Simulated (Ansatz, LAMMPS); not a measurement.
# Squeezing and shearing glassy 32SiO2-44B2O3-12CaO-12K2O (mol %) (128 atoms), part 2 of 4

Aim: relax glassy 32SiO2-44B2O3-12CaO-12K2O (mol %) (128 atoms), then change its volume and shape to read moduli from the stress.

Ansatz 0.2.0; Kohn-Sham DFT, PBE, PAW (set soft_2), plane waves.

The cell: 11 Si, 30 B, 4 Ca, 8 K and 75 O. The quench rate of 20 K/ps far exceeds what a furnace or splat quench reaches. The starting topology of bonds comes from the classical model. Sampling is at Γ alone.

So far. Step 2 (Single point at the start): The r.m.s. force at the start is 1.0 eV/Å. Step 3 (Cell and atoms relaxed): The relaxation converged after 40 steps, with a largest force component of 0.035 eV/Å.

## (4) Single point at the relaxed geometry

The electronic structure is read at the final geometry, in a run of its own.

The input, input.yaml:

```yaml
crystal:
  lattice:
    - [11.57967, -0.04329, 0.00626]
    - [-0.04329, 11.9765, 0.09931]
    - [0.00626, 0.09931, 11.49004]
  atoms:
    - { symbol: Si, position: [0.07967, 0.72272, 0.92868] }
    - { symbol: Si, position: [0.39349, 0.52502, 0.13256] }
    - { symbol: Si, position: [0.0796, 0.34109, 0.8946] }
    - { symbol: Si, position: [0.12457, 0.26434, 0.34357] }
    - { symbol: Si, position: [0.94199, 0.85939, 0.36724] }
    - { symbol: Si, position: [0.72881, 0.75639, 0.89147] }
    [... 116 atom lines left out ...]
    - { symbol: O, position: [0.83257, 0.79174, 0.42257] }
    - { symbol: O, position: [0.94765, 0.14444, 0.5404] }
    - { symbol: O, position: [0.17425, 0.44185, 0.87048] }
    - { symbol: O, position: [0.66484, 0.28628, 0.68834] }
    - { symbol: O, position: [0.03807, 0.3582, 0.02803] }
    - { symbol: O, position: [0.76557, 0.601, 0.45799] }
kpoints:
  mp_grid: { grid: [1, 1, 1] }
hamiltonian:
  xc: pbe
scf:
  occupations: { method: fermi_dirac, width: 0.05 }
output:
  forces: true
  stress: true
  populations: true
  dos:
    method: { smearing: { sigma: 0.08 } }
    de: 0.1
    projected: { site_lists: { B: [B], Ca: [Ca], K: [K], O: [O], Si: [Si] } }
  eigenvalues: true
  write_density: true
  write_potential: true
  volumetric_format: npy
```

Started as:

```console
ansatz run input.yaml --threads 4 --pin off --max-ram 8192MiB --backend cpu --events-out ev --progress --plain --runs-dir out
```

Log:

```text
[...]
Crystal: 128 atoms, lattice volume = 1593.348 Å³
Basis set: ecut = 420 eV, 31123 PW (Γ), exchange–correlation on 160×162×160 points (8 copies of the dense FFT grid, shifted against one another)
Bands: 476, of which v1, the nominal top of the filled ones, is band 348 counted from 1 (347 counted from 0)
Symmetry: 1 space group operations
[...]
k-points: 1
[...]
SCF iter   1: F=—  HF=-73928.611273 eV  |F-HF|=—  |Δ(HF+E_count)|=         —  Δρ=2.63e-3  dr2=1.21e-1  ethr=1.77e-3  ⟨swp⟩=8.0  Hψ=2499  notcnv=0  defer=58
[...]
SCF iter  10: F=-73928.620955 eV  HF=-73928.620955 eV  |F-HF|=6.78e-9  |Δ(HF+E_count)|=   5.80e-8  Δρ=1.25e-6  dr2=2.22e-8  ethr=1.44e-11  ⟨swp⟩=20.0  Hψ=4058  notcnv=0
SCF 1 converged in 10 iterations: F = -73928.620955 eV  dr2 = 2.22e-8
[...]
SCF converged after 10 iterations
Free energy (F): -73928.620955 eV
[...]
Internal energy: -73928.620955 eV  (E = F + TS)
E sigma→0 (E₀):  -73928.620955 eV
Fermi energy:    5.906210 eV
[...]
--- Forces (eV/Å), atoms counted from 1 ---
  atom   1  Si    -0.01888977     0.01994965     0.01899944
  atom   2  Si     0.00104232     0.00421881     0.00864090
  atom   3  Si    -0.01629422     0.01281144     0.01359223
  atom   4  Si     0.00724907     0.00616115     0.00521910
  atom   5  Si     0.00655686     0.00414171    -0.01754718
  atom   6  Si    -0.00863867    -0.01488857     0.00213324
  atom   7  Si     0.01520432    -0.01220602     0.02397348
  atom   8  Si     0.01121329     0.01245823    -0.00044984
  atom   9  Si    -0.01109141    -0.00256533     0.00058958
  atom  10  Si     0.00732498    -0.00916953     0.00160201
  atom  11  Si    -0.00611943    -0.01527821    -0.02504832
  atom  12  B      0.00278289     0.00148292     0.00447649
  atom  13  B     -0.00150015     0.00742445    -0.00033202
  atom  14  B      0.00973720    -0.02585329    -0.01270830
[...]
atom 127  O     -0.00774334    -0.00209081    -0.01214755
  atom 128  O     -0.00357507     0.00249093     0.00521094
  max |Σ_I F_I| component: 4.19e-5 eV/Å
--- Stress (GPa, compression-positive) ---
        0.016515       0.002831       0.006130
        0.002827       0.011608      -0.003414
        0.006114      -0.003409       0.005048
  P = ⅓ Tr σ = 0.0111 GPa (0.111 kbar)
--- Band table (eV) ---
[...]
--- Löwdin populations: 128 sites ---
  site symbol       q [e]
     0     Si      2.2717
     1     Si      2.3663
     2     Si      2.2459
[...]
127      O      6.6461
  spilling = 0.009946 (of n_electrons = 696.000000)
```

Run time: 15 s. Hardware: 4 threads of AMD EPYC 9R45, shared host; peak memory 2.4 GiB; 56 s of CPU time.

Numbers from this run:

- free energy: -73928.6210 eV
- free energy per atom: -577.5674 eV/atom
- SCF cycles: 10
- pressure: 0.01106 GPa
- r.m.s. force component: 0.009 eV/Å
- longest force: 0.03611 eV/Å
- Fermi energy: 5.906 eV
- gap (highest filled to lowest empty level): 3.822 eV
- spilling of the projection: 0.009946

Löwdin charges by element and coordination (they lack the spilled electrons, 0.054 e an atom on average):

```
element  coordination  atoms  mean charge (e)  spread  least    most
      B           all     30            0.596  0.0284  0.542   0.666
     Ca           all      4             1.81  0.0109   1.79    1.82
      K           all      8            0.885  0.0084  0.868   0.897
      O           all     75           -0.587   0.128  -1.01  -0.382
     Si           all     11             1.71  0.0408   1.63    1.75
```

States in the cell by windows of 1 eV, zero at the Fermi level; the larger projections on atomic orbitals stand beside the total:

```csv
from (eV),to (eV),total,O p,B p
-14,-13,21.8,0.3,0.1
-13,-12,6.2,4.3,0.2
-12,-11,24.5,16.9,1.7
-11,-10,25.8,17.8,3.1
-10,-9,34.0,23.7,6.1
-9,-8,36.8,25.9,7.2
-8,-7,34.4,24.9,6.1
-7,-6,39.9,31.2,4.5
-6,-5,68.4,59.7,2.8
-5,-4,80.6,74.7,1.5
-4,-3,76.1,72.3,0.9
-3,-2,19.9,19.1,0.1
-2,-1,3.4,3.2,0.1
-1,1,0.0,0.0,0.0
1,2,1.9,0.0,0.0
2,3,6.0,0.6,1.5
3,4,39.7,4.3,11.6
4,5,48.8,4.8,11.3
```

The curve was stored every 0.10 eV, coarse against its broadening of 0.08 eV, so these counts are rough.

Between -26 and -14 eV lie 200 more states.

The levels nearest the highest filled one (over half full), pooled over k-points and spins:

| level less the highest filled one (eV) | occupation |
| --- | --- |
| -0.867 | 2 |
| -0.778 | 2 |
| -0.484 | 2 |
| -0.313 | 2 |
| -0.056 | 2 |
| 0 | 2 |
| 3.82 | 0 |
| 4.45 | 0 |
| 4.56 | 0 |
| 4.83 | 0 |
| 5.01 | 0 |
| 5.05 | 0 |

Electrostatic potential energy in the bc plane at fractional x = 0.073, with atoms of Si and B and Ca and K and O within 0.2 Å of it. With pseudopotentials it is smooth inside the atoms' cores, unlike the true potential.

Ten even steps from '0' (-46 eV) to '9' (10 eV), each cell a mean:
```
7668999998755789999998731148999999
5115899986200379999998500026899999
4004788885100168999999731147999999
8656458887422589999999877789999999
9987568998877899999999988999999999
8988889999999999999999999999999998
6787799999999999999999999999999876
0378899999999999999998778899999730
0268999999999999999986323689998620
3589999999999999999873000378999863
4589999999999876689884100478999987
2268999999999730058987555789999996
6677899999964420058999888876899998
9888889988720046689999999720389999
9998434755642379999999999831389999
9998312532478999999999999987899999
9999767754689999999999999999999999
9999999888789999986668999999999999
9999999997568999862115899987889999
9999999986568999851004899985247889
8999877874478999974346899984016423
6788744775678999998888999987667201
6457877998853699999999999878999755
6446899999842589999999887778999998
```
Columns run along b (12.0 Å; values clipped at the 3rd and 97th percentile), rows up along c (11.5 Å). Atoms in or near the plane, at fractional coordinates: Si at (0.72, 0.93), Si at (0.34, 0.89), Si at (0.99, 0.65), B at (0.46, 0.49), Ca at (0.68, 0.58), K at (0.57, 0.19), O at (0.05, 0.90), O at (0.37, 0.42), O at (0.80, 0.41), O at (0.95, 0.11).

Valence density in the bc plane at fractional x = 0.073, with atoms of Si and B and Ca and K and O within 0.2 Å of it. It is the smooth field of the valence electrons, not physical close to the nuclei.

Ten steps, logarithmic in the rise over the least value, from '0' (0.0 e/Å³) to '9' (6.7 e/Å³), each cell a mean:
```
5664311113466532101234433443210113
7997422233333332111233432233210014
8997533344322333210112344333210024
5776443333333332210012455432100012
2344433222232211100012455421000011
2345542111111100000002344210011112
3456642100000000000001122100122333
3455532000000000000001333100123333
2333211000000000110024777420112332
5432110000000012222136999631001234
7753110000001234443236898631001246
8864211000123444543223565432211247
7754321112468765443211122467632135
3444554323689975322100013689852112
1135787543578863210000113589852101
0135898643345431000000012355531000
0024666433332110001111001233211000
0001222235553200135653112344321000
0000111246775211268886322466532111
3111233346764211368887422456544454
5323566545553210246775211345456898
6434687644455421113332112444446899
5434566433578742001111124565334677
4333333213578752101233334565311234
```
Columns run along b (12.0 Å), rows up along c (11.5 Å). Atoms in or near the plane, at fractional coordinates: Si at (0.72, 0.93), Si at (0.34, 0.89), Si at (0.99, 0.65), B at (0.46, 0.49), Ca at (0.68, 0.58), K at (0.57, 0.19), O at (0.05, 0.90), O at (0.37, 0.42), O at (0.80, 0.41), O at (0.95, 0.11).

Filled and empty levels are parted by 3.82 eV (at Γ alone); a semilocal functional tends to put such gaps too low. In a disordered cell it changes from sample to sample, and tail or defect levels can set it. Mean Löwdin charges: B +0.60, Ca +1.81, K +0.88, O -0.59, Si +1.71 e (they miss 0.99 % of the electrons, so they add up to more than the cell's charge).

## (5) Volume -3 %

The relaxed cell is scaled evenly and the atoms are relaxed again; the stress at the end gives one point of P(V).

input.yaml, the sections that differ from step 4:

```yaml
crystal:
  lattice:
    - [11.4627, -0.04285, 0.0062]
    - [-0.04285, 11.85552, 0.09831]
    - [0.0062, 0.09831, 11.37397]
  atoms:
    [... the 128 atom lines of step 4 ...]
output:
  forces: true
  eigenvalues: true
  stress: true
relax:
  f_tol: 0.05
  max_steps: 70
# kpoints, hamiltonian, scf: as in step 4
```

Log:

```text
Warning: output.stress: scf.convergence.dr2_threshold = 1e-7 eV (the SCF's general default) is looser than the 1.08e-8 eV advised for a printed stress (1e-10 eV for each atom of the cell: 128, of which 108 are counted). What an SCF threshold leaves in a stress goes as its square root, and in the free energy as the threshold itself, and one threshold admits the most on a small cell: [...]
[...]
Crystal: 128 atoms, lattice volume = 1545.548 Å³
Basis set: ecut = 420 eV, 30195 PW (Γ), exchange–correlation on 160×160×160 points (8 copies of the dense FFT grid, shifted against one another)
Bands: 476, of which v1, the nominal top of the filled ones, is band 348 counted from 1 (347 counted from 0)
Symmetry: 1 space group operations
[...]
k-points: 1
[...]
SCF iter   1: F=—  HF=-73927.900540 eV  |F-HF|=—  |Δ(HF+E_count)|=         —  Δρ=2.75e-3  dr2=1.25e-1  ethr=1.77e-3  ⟨swp⟩=8.0  Hψ=2508  notcnv=0  defer=61
[...]
SCF iter   6: F=-73927.909199 eV  HF=-73927.909221 eV  |F-HF|=2.24e-5  |Δ(HF+E_count)|=   1.36e-5  Δρ=5.52e-5  dr2=4.35e-5  ethr=8.98e-9  ⟨swp⟩=14.0  Hψ=3178  notcnv=0
SCF 1 converged in 6 iterations: F = -73927.909199 eV  dr2 = 4.35e-5
[...]
relax step   1: F+E_penalty+E_count = -73927.90919906 eV  Δ(F+E_penalty+E_count) = +0.000e0 eV  max|allowed force component| = 5.874e-1 eV/Å  Δτ_max = 0.0000 Å  (6 SCF iters, dr2 threshold 6.25e-5 eV, accepted)
[...]
relax step   2: F+E_penalty+E_count = -73928.22690949 eV  Δ(F+E_penalty+E_count) = -3.177e-1 eV  max|allowed force component| = 3.346e-1 eV/Å  Δτ_max = 0.0648 Å  (7 SCF iters, dr2 threshold 2.16e-5 eV, accepted)
[...]
relax step   3: F+E_penalty+E_count = -73928.35917665 eV  Δ(F+E_penalty+E_count) = -1.323e-1 eV  max|allowed force component| = 1.674e-1 eV/Å  Δτ_max = 0.0833 Å  (7 SCF iters, dr2 threshold 7.00e-6 eV, accepted)
relax step   4: F+E_penalty+E_count = -73928.38158950 eV  Δ(F+E_penalty+E_count) = -2.241e-2 eV  max|allowed force component| = 1.419e-1 eV/Å  Δτ_max = 0.0815 Å  (7 SCF iters, dr2 threshold 7.02e-6 eV, accepted)
relax step   5: F+E_penalty+E_count = -73928.39671205 eV  Δ(F+E_penalty+E_count) = -1.512e-2 eV  max|allowed force component| = 1.047e-1 eV/Å  Δτ_max = 0.0317 Å  (6 SCF iters, dr2 threshold 5.04e-6 eV, accepted)
relax step   6: F+E_penalty+E_count = -73928.32351333 eV  Δ(F+E_penalty+E_count) = +7.320e-2 eV  max|allowed force component| = 4.159e-1 eV/Å  Δτ_max = 0.1333 Å  (7 SCF iters, dr2 threshold 5.98e-6 eV, rejected (line search))
relax step   7: F+E_penalty+E_count = -73928.41465654 eV  Δ(F+E_penalty+E_count) = -1.794e-2 eV  max|allowed force component| = 8.097e-2 eV/Å  Δτ_max = 0.0497 Å  (9 SCF iters, accepted)
relax step   8: F+E_penalty+E_count = -73928.40693948 eV  Δ(F+E_penalty+E_count) = +7.717e-3 eV  max|allowed force component| = 3.721e-1 eV/Å  Δτ_max = 0.1000 Å  (7 SCF iters, dr2 threshold 3.57e-6 eV, rejected (line search))
relax step   9: F+E_penalty+E_count = -73928.42280671 eV  Δ(F+E_penalty+E_count) = -8.150e-3 eV  max|allowed force component| = 4.803e-2 eV/Å  Δτ_max = 0.0482 Å  (9 SCF iters, accepted)
relax step  10: F+E_penalty+E_count = -73928.42414037 eV  Δ(F+E_penalty+E_count) = -1.334e-3 eV  max|allowed force component| = 1.222e-1 eV/Å  Δτ_max = 0.0485 Å  (8 SCF iters, accepted)
relax step  11: F+E_penalty+E_count = -73928.42623343 eV  Δ(F+E_penalty+E_count) = -2.093e-3 eV  max|allowed force component| = 7.573e-2 eV/Å  Δτ_max = 0.0150 Å  (5 SCF iters, dr2 threshold 5.26e-6 eV, accepted)
[...]
relax step  12: F+E_penalty+E_count = -73928.42728563 eV  Δ(F+E_penalty+E_count) = -1.052e-3 eV  max|allowed force component| = 4.081e-2 eV/Å  Δτ_max = 0.0068 Å  (7 SCF iters, accepted)
SCF converged after 7 iterations
Free energy (F): -73928.427286 eV
[...]
Internal energy: -73928.427286 eV  (E = F + TS)
E sigma→0 (E₀):  -73928.427286 eV
Fermi energy:    6.239438 eV
[...]
--- Forces (eV/Å), atoms counted from 1 ---
  atom   1  Si    -0.00731517    -0.00034169    -0.00253892
  atom   2  Si    -0.00046453    -0.00191642    -0.00403813
  atom   3  Si    -0.00476858     0.00554524     0.00647952
  atom   4  Si    -0.00593853    -0.00532004    -0.00198005
  atom   5  Si     0.00184131    -0.00255659    -0.00006880
  atom   6  Si     0.00396237    -0.00832327     0.00668355
  atom   7  Si    -0.00629256    -0.00889109     0.00064818
  atom   8  Si     0.00548177    -0.01074638     0.00614009
  atom   9  Si     0.00185674     0.00647422    -0.00374778
  atom  10  Si     0.00586390     0.00903648    -0.00339039
  atom  11  Si     0.00293877    -0.00417593     0.00438208
  atom  12  B      0.00308908     0.00011501    -0.00037879
  atom  13  B     -0.00047468     0.00176866    -0.00408254
  atom  14  B      0.00696382     0.00534768     0.00052489
[...]
atom 127  O     -0.00387470    -0.00356804    -0.00359308
  atom 128  O     -0.00048452    -0.00386279    -0.00140851
  max |Σ_I F_I| component: 2.92e-5 eV/Å
--- Stress (GPa, compression-positive) ---
        1.333211      -0.070610       0.142136
       -0.070609       1.390801       0.083890
        0.142121       0.083902       1.449030
  P = ⅓ Tr σ = 1.3910 GPa (13.910 kbar)
--- Band table (eV) ---
[...]
--- Relaxed structure (12 steps of the walk, 10 accepted, 0 SCFs on fresh bases) ---
  F+E_penalty+E_count = -73928.42728563 eV   max|allowed force component| = 4.081e-2 eV/Å
  atoms:
    - { symbol: Si, position: [0.080119, 0.721897, 0.928628] }
    - { symbol: Si, position: [0.393632, 0.520762, 0.136455] }
    - { symbol: Si, position: [0.080878, 0.341849, 0.890488] }
    - { symbol: Si, position: [0.125794, 0.267762, 0.343500] }
[...]
- { symbol: O, position: [0.758954, 0.603189, 0.458487] }
```

The job ended after 2 min (4 threads; peak memory 2.4 GiB; 7.3 min of CPU time).

The program notes that the SCF threshold is loose for the stress.

The relaxation converged after 12 steps, 0.518 eV below its start, with a largest force component of 0.041 eV/Å.

Volume -3 %: the energy stands 0.194 eV above that of the reference, at a pressure of 1.39 GPa.

## (6) Volume +3 %

The relaxed cell is scaled to another volume.

Input and log are left out; they have the form of those shown for this kind of step.

Run time: 94 s. Hardware: 4 threads of AMD EPYC 9R45, shared host; peak memory 2.5 GiB; 5.9 min of CPU time.

The relaxation converged after 9 steps, 0.459 eV below its start, with a largest force component of 0.042 eV/Å.

Volume +3 %: the energy stands 0.175 eV above that of the reference, at a pressure of -1.19 GPa.

(Part 2 of 4 ends here.)

[Long decimals in the printed logs are rounded to 6 places.]

[Logs are printed without paths, hosts, clocks, repeated set-up lines and the standing remarks that a program may print on its own settings, such as how far it seeks lower states.]

[Hosts, paths, dates, database ids (printed as entryN), source tags and the programs' standing remarks are cut or masked in the printed files.]
